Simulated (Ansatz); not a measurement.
# Gate voltage at the highest density: 2H-VSSe monolayer

A layer charged from two gates alike needs a voltage that grows with the carrier density; the slope is e over the total capacitance.

How it was computed: Ansatz 0.2.0, plane waves with PAW datasets (its set soft_2), PBE-D3(BJ); isolated slab, charged sheets 4.5 Å from the outer atoms behind model barriers, atoms held, Fermi-Dirac smearing of 0.02585 eV. The voltage is that of the gates (their mean) against the layer's Fermi level, from the uncharged case, which has no gap over 0.05 eV.

| run | added electrons (10¹³ per cm²) | gate voltage (V) |
| --- | --- | --- |
| run 1 | 1.00 | 0.32 |
| run 2 | 2.00 | 0.63 |
| run 3 | 4.00 | 1.26 |
| run 4 | 7.00 | 2.19 |
| run 5 | 11.00 | ? |

**Question.** What value belongs in the row marked “?”, and how far can the other rows tell?

A least-squares line through the 4 rows shown has slope 0.3119 and intercept 0.0083; no row lies more than 0.01 V off it. The capacitance is 1.602/0.3119 = 5.14 µF/cm², against 3.94 µF/cm² for plates 4.5 Å apart in vacuum on both sides; it is the larger, as where the added charge has its centre outside the outer atoms (not examined here). At 11.00 it gives 0.3119 × 11.00 + 0.0083 = 3.44 V, beyond the rows fitted. Rounding and scatter of the rows alone allow about ±0.012 V there.

The run itself gives 3.43 V: a miss of −0.01 V, or 0.3 % of the value. The line holds within the rounding of the rows.

**Limits.** The gates are model sheets, not atoms, and low densities sample few k-points.
